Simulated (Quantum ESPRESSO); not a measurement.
# CoSi: which magnetic order is lowest, part 2 of 2

Does CoSi prefer parallel or opposed moments?

Quantum ESPRESSO 7.5; LDA; plane waves with GBRV 1.5 LDA potentials, no spin-orbit coupling.

So far: The starting structure; Run 1, typed as ferro ++++.

The database entry behind the starting cell differs from later determinations by our own check (0.1 to 0.3 % short, probably kX units), so it need not match the best structure at ambient conditions.

**3. Run 2, typed as antiferro ++−−**

File pw.in:

```
&CONTROL
  calculation = 'scf'
  prefix = 'pwscf'
  outdir = './tmp'
  pseudo_dir = './pseudo'
  disk_io = 'nowf'
/
&SYSTEM
  ibrav = 0
  celldm(1) = 8
  nat = 8
  ntyp = 3
  ecutwfc = 40
  ecutrho = 280
  nbnd = 55
  occupations = 'smearing'
  smearing = 'fd'
  degauss = 0.00734986
  nspin = 2
  starting_magnetization(1) = 0.1176
  starting_magnetization(2) = -0.1176
  starting_magnetization(3) = 0
/
&ELECTRONS
  conv_thr = 1.6d-08
  electron_maxstep = 150
  mixing_beta = 0.3
/
ATOMIC_SPECIES
Co1    58.9332 co_lda_v1.2.uspp.F.UPF
Co2    58.9332 co_lda_v1.2.uspp.F.UPF
Si     28.0850 si_lda_v1.uspp.F.UPF
CELL_PARAMETERS alat
   1.0483255676361    0.0000000000000    0.0000000000000
   0.0000000000000    1.0483255676361    0.0000000000000
   0.0000000000000    0.0000000000000    1.0483255676361
ATOMIC_POSITIONS crystal
Co1     0.1400000000    0.1400000000    0.1400000000
Co1     0.3600000000    0.8600000000    0.6400000000
Co2     0.6400000000    0.3600000000    0.8600000000
Co2     0.8600000000    0.6400000000    0.3600000000
Si      0.8430000000    0.8430000000    0.8430000000
Si      0.6570000000    0.1570000000    0.3430000000
Si      0.3430000000    0.6570000000    0.1570000000
Si      0.1570000000    0.3430000000    0.6570000000
K_POINTS automatic
6 6 6 0 0 0
```

Run with:

```console
> OMP_NUM_THREADS=1 mpirun -n 4 pw.x -nk 4 -in pw.in > pw.out
```

Log:

```text
[banner, memory and clock lines left out]
Program PWSCF v.7.5 starts

     Message from routine setup:
     using ibrav=0 with symmetry is DISCOURAGED, use correct ibrav instead

     bravais-lattice index     =            0
     lattice parameter (alat)  =       8.0000  a.u.
     unit-cell volume          =     589.8730 (a.u.)^3
     number of atoms/cell      =            8
     number of atomic types    =            3
     number of electrons       =        84.00
     number of Kohn-Sham states=           55
     kinetic-energy cutoff     =      40.0000  Ry
     charge density cutoff     =     280.0000  Ry
     scf convergence threshold =      1.6E-08
     mixing beta               =       0.3000
     number of iterations used =            8  plain     mixing
     Exchange-correlation= SLA  PZ   NOGX NOGC
                           (   1   1   0   0   0   0   0)

     celldm(1)=   8.000000  celldm(2)=   0.000000  celldm(3)=   0.000000
     celldm(4)=   0.000000  celldm(5)=   0.000000  celldm(6)=   0.000000

     crystal axes: (cart. coord. in units of alat)
               a(1) = (   1.048326   0.000000   0.000000 )
               a(2) = (   0.000000   1.048326   0.000000 )
               a(3) = (   0.000000   0.000000   1.048326 )

     reciprocal axes: (cart. coord. in units 2 pi/alat)
               b(1) = (  0.953902  0.000000  0.000000 )
               b(2) = (  0.000000  0.953902  0.000000 )
               b(3) = (  0.000000  0.000000  0.953902 )

     PseudoPot. # 1 for Co read from file:
     co_lda_v1.2.uspp.F.UPF
     Pseudo is Ultrasoft + core correction, Zval = 17.0

     PseudoPot. # 2 for Co read from file:
     co_lda_v1.2.uspp.F.UPF
     Pseudo is Ultrasoft + core correction, Zval = 17.0

     PseudoPot. # 3 for Si read from file:
     si_lda_v1.uspp.F.UPF
     Pseudo is Ultrasoft + core correction, Zval =  4.0

     atomic species   valence    mass     pseudopotential
     Co1              17.00    58.93320     Co( 1.00)
     Co2              17.00    58.93320     Co( 1.00)
     Si                4.00    28.08500     Si( 1.00)

     Starting magnetic structure
     atomic species   magnetization
     Co1             0.118
     Co2            -0.118
     Si              0.000

      2 Sym. Ops. (no inversion) found ( 1 have fractional translation)

   Cartesian axes

     site n.     atom                  positions (alat units)
         1        Co1    tau(   1) = (   0.1467656   0.1467656   0.1467656  )
         2        Co1    tau(   2) = (   0.3773972   0.9015600   0.6709284  )
         3        Co2    tau(   3) = (   0.6709284   0.3773972   0.9015600  )
         4        Co2    tau(   4) = (   0.9015600   0.6709284   0.3773972  )
         5        Si     tau(   5) = (   0.8837385   0.8837385   0.8837385  )
         6        Si     tau(   6) = (   0.6887499   0.1645871   0.3595757  )
         7        Si     tau(   7) = (   0.3595757   0.6887499   0.1645871  )
         8        Si     tau(   8) = (   0.1645871   0.3595757   0.6887499  )

     number of k points=    80  Fermi-Dirac smearing, width (Ry)=  0.0073
                       cart. coord. in units 2pi/alat
        k(    1) = (   0.0000000   0.0000000   0.0000000), wk =   0.0046296
        k(    2) = (   0.0000000   0.0000000   0.1589837), wk =   0.0092593
        k(    3) = (   0.0000000   0.0000000   0.3179674), wk =   0.0092593
        k(    4) = (   0.0000000   0.0000000  -0.4769511), wk =   0.0046296
        k(    5) = (   0.0000000   0.1589837   0.1589837), wk =   0.0185185
        [... 75 further k-points ...]

     Dense  grid:    46681 G-vectors     FFT dimensions: (  48,  45,  48)

     Smooth grid:    20197 G-vectors     FFT dimensions: (  36,  36,  36)

     Check: negative core charge=   -0.000027
     Generating pointlists ...
     new r_m :   0.2225 (alat units)  1.7796 (a.u.) for type    1
     new r_m :   0.2225 (alat units)  1.7796 (a.u.) for type    2
     new r_m :   0.2225 (alat units)  1.7796 (a.u.) for type    3

     Initial potential from superposition of free atoms

     starting charge      79.9976, renormalised to      84.0000
     Starting wfcs are   68 randomized atomic wfcs

     Self-consistent Calculation

     iteration #  1     ecut=    40.00 Ry     beta= 0.30
     Davidson diagonalization with overlap
     ethr =  1.00E-02,  avg # of iterations =  3.3

     total energy              =   -1211.48845187 Ry
     estimated scf accuracy    <      60.03372412 Ry

     total magnetization       =     0.00 Bohr mag/cell
     absolute magnetization    =     3.55 Bohr mag/cell

     iteration #  2     ecut=    40.00 Ry     beta= 0.30
     Davidson diagonalization with overlap
     ethr =  1.00E-02,  avg # of iterations =  3.0

     total energy              =   -1229.12599713 Ry
     estimated scf accuracy    <      46.75069936 Ry

     total magnetization       =     0.00 Bohr mag/cell
     absolute magnetization    =     0.48 Bohr mag/cell

     [... further iterations left out ...]

     iteration # 16     ecut=    40.00 Ry     beta= 0.30
     Davidson diagonalization with overlap
     ethr =  4.56E-10,  avg # of iterations =  2.0

     total energy              =   -1232.31681069 Ry
     estimated scf accuracy    <       0.00000005 Ry

     total magnetization       =    -0.00 Bohr mag/cell
     absolute magnetization    =     0.00 Bohr mag/cell

     iteration # 17     ecut=    40.00 Ry     beta= 0.30
     Davidson diagonalization with overlap
     ethr =  6.07E-11,  avg # of iterations =  2.2

     Magnetic moment per site  (integrated on atomic sphere of radius R)
     atom   1 (R=0.222)  charge= 15.3089  magn=  0.0000
     atom   2 (R=0.222)  charge= 15.3089  magn=  0.0000
     atom   3 (R=0.222)  charge= 15.3088  magn= -0.0001
     atom   4 (R=0.222)  charge= 15.3088  magn= -0.0001
     atom   5 (R=0.222)  charge=  1.7137  magn=  0.0000
     atom   6 (R=0.222)  charge=  1.7137  magn=  0.0000
     atom   7 (R=0.222)  charge=  1.7139  magn=  0.0000
     atom   8 (R=0.222)  charge=  1.7139  magn=  0.0000

     End of self-consistent calculation

     Number of k-points >= 100: set verbosity='high' to print the bands.

     the Fermi energy is    16.2436 ev

!    total energy              =   -1232.31681069 Ry
     estimated scf accuracy    <       0.00000001 Ry
     smearing contrib. (-TS)   =      -0.00578027 Ry
     internal energy E=F+TS    =   -1232.31103043 Ry

     The total energy is F=E-TS. E is the sum of the following terms:
     one-electron contribution =    -813.41551012 Ry
     hartree contribution      =     458.16268415 Ry
     xc contribution           =    -147.27893396 Ry
     ewald contribution        =    -729.77927050 Ry

     total magnetization       =    -0.00 Bohr mag/cell
     absolute magnetization    =     0.00 Bohr mag/cell

     convergence has been achieved in  17 iterations
```

The job ended after 3.3 min (4 MPI ranks of Arm Neoverse V1, shared host; peak memory 0.79 GiB; 13 min of CPU time).

Spin moment in the atom's sphere by atom:

```csv
atom,spin moment in the atom's sphere (μB)
Co1,0.0000
Co2,0.0000
Co3,-0.0001
Co4,-0.0001
Si5,0.0000
Si6,0.0000
Si7,0.0000
Si8,0.0000
```

This step gave:

```yaml
smearing_term_ts: 0.07864 eV
magnetization: 0 μB
absolute_magnetization: 0 μB
final_state: non-magnetic
```

**4. Run 3 (ferri +++−)**

pw.in, as its differences from that of step 3:

```diff
@@ -14,3 +14,3 @@
   ecutrho = 280
-  nbnd = 55
+  nbnd = 57
   occupations = 'smearing'
@@ -39,3 +39,3 @@
 Co1     0.3600000000    0.8600000000    0.6400000000
-Co2     0.6400000000    0.3600000000    0.8600000000
+Co1     0.6400000000    0.3600000000    0.8600000000
 Co2     0.8600000000    0.6400000000    0.3600000000
```

Log:

```text
     [... lines left out ...]
Program PWSCF v.7.5 starts
     [... lines left out ...]
     number of atoms/cell      =            8
     [... lines left out ...]
     number of electrons       =        84.00
     number of Kohn-Sham states=           57
     kinetic-energy cutoff     =      40.0000  Ry
     charge density cutoff     =     280.0000  Ry
     scf convergence threshold =      1.6E-08
     [... lines left out ...]
      3 Sym. Ops. (no inversion) found ( 2 have fractional translation)
     [... lines left out ...]
     number of k points=    40  Fermi-Dirac smearing, width (Ry)=  0.0073
     [... lines left out ...]
     iteration # 19     ecut=    40.00 Ry     beta= 0.30
     [... lines left out ...]
     Magnetic moment per site  (integrated on atomic sphere of radius R)
     atom   1 (R=0.222)  charge= 15.3088  magn= -0.0000
     atom   2 (R=0.222)  charge= 15.3088  magn= -0.0000
     atom   3 (R=0.222)  charge= 15.3088  magn= -0.0000
     atom   4 (R=0.222)  charge= 15.3088  magn=  0.0001
     atom   5 (R=0.222)  charge=  1.7143  magn=  0.0000
     atom   6 (R=0.222)  charge=  1.7143  magn=  0.0000
     atom   7 (R=0.222)  charge=  1.7143  magn=  0.0000
     atom   8 (R=0.222)  charge=  1.7143  magn=  0.0000
     [... lines left out ...]
     the Fermi energy is    16.2435 ev
!    total energy              =   -1232.31680880 Ry
     estimated scf accuracy    <          2.0E-09 Ry
     smearing contrib. (-TS)   =      -0.00578023 Ry
     [... lines left out ...]
     total magnetization       =    -0.00 Bohr mag/cell
     absolute magnetization    =     0.00 Bohr mag/cell
     convergence has been achieved in  19 iterations
```

Elapsed: 1.8 min, on 4 MPI ranks; peak memory 0.65 GiB; 7.4 min of CPU time.

Spin moment in the atom's sphere by atom:

```csv
atom,spin moment in the atom's sphere (μB)
Co1,0.0000
Co2,0.0000
Co3,0.0000
Co4,0.0001
Si5,0.0000
Si6,0.0000
Si7,0.0000
Si8,0.0000
```

This step gave:

```
smearing term TS       : 0.07864 eV
magnetization          : 0 μB
absolute magnetization : 0 μB
final state            : non-magnetic
```

**5. The states side by side**

An order is kept where moments of 0.15 μB or more survive with the typed signs; meshes match where a doubled cell samples the same k points as the first cell.

Orders:

```csv
start,final state,typed order kept,energy over the lowest (meV a seeded atom),largest site moment (μB),net moment (μB a cell of the first run),mesh matched,CPU time (s)
ferro ++++,non-magnetic,no,0.00647,0,0,yes,229.8
antiferro ++--,non-magnetic,no,0,0,0,yes,801.8
ferri +++-,non-magnetic,no,0.006438,0,0,yes,442.4
```

**6. Results**

| Property | Result |
| --- | --- |
| lowest state found | non-magnetic (from ferro ++++, antiferro ++-- and ferri +++-) |
| largest site moment | 0 μB |

In words: The lowest state carries no moment, and no start kept one. Only these 3 starts were compared; other wavevectors, canted and longer-period orders were not. Energies are free energies at an electronic temperature of 1160 K, which lowers moments and differences where the moments are itinerant.

[Logs and program files are shortened in this print: banners, set-up blocks, solver, clock and traceback lines can be left out without a mark of their own.]

[Logs are printed without paths, hosts, clocks, repeated set-up lines and the standing remarks that a program may print on its own settings, such as how far it seeks lower states.]

[Hosts, paths, dates, database ids (printed as entryN), source tags and the programs' standing remarks are cut or masked in the printed files.]

[Where a cell is said to come from a database of computed structures, the database is the Materials Project.]
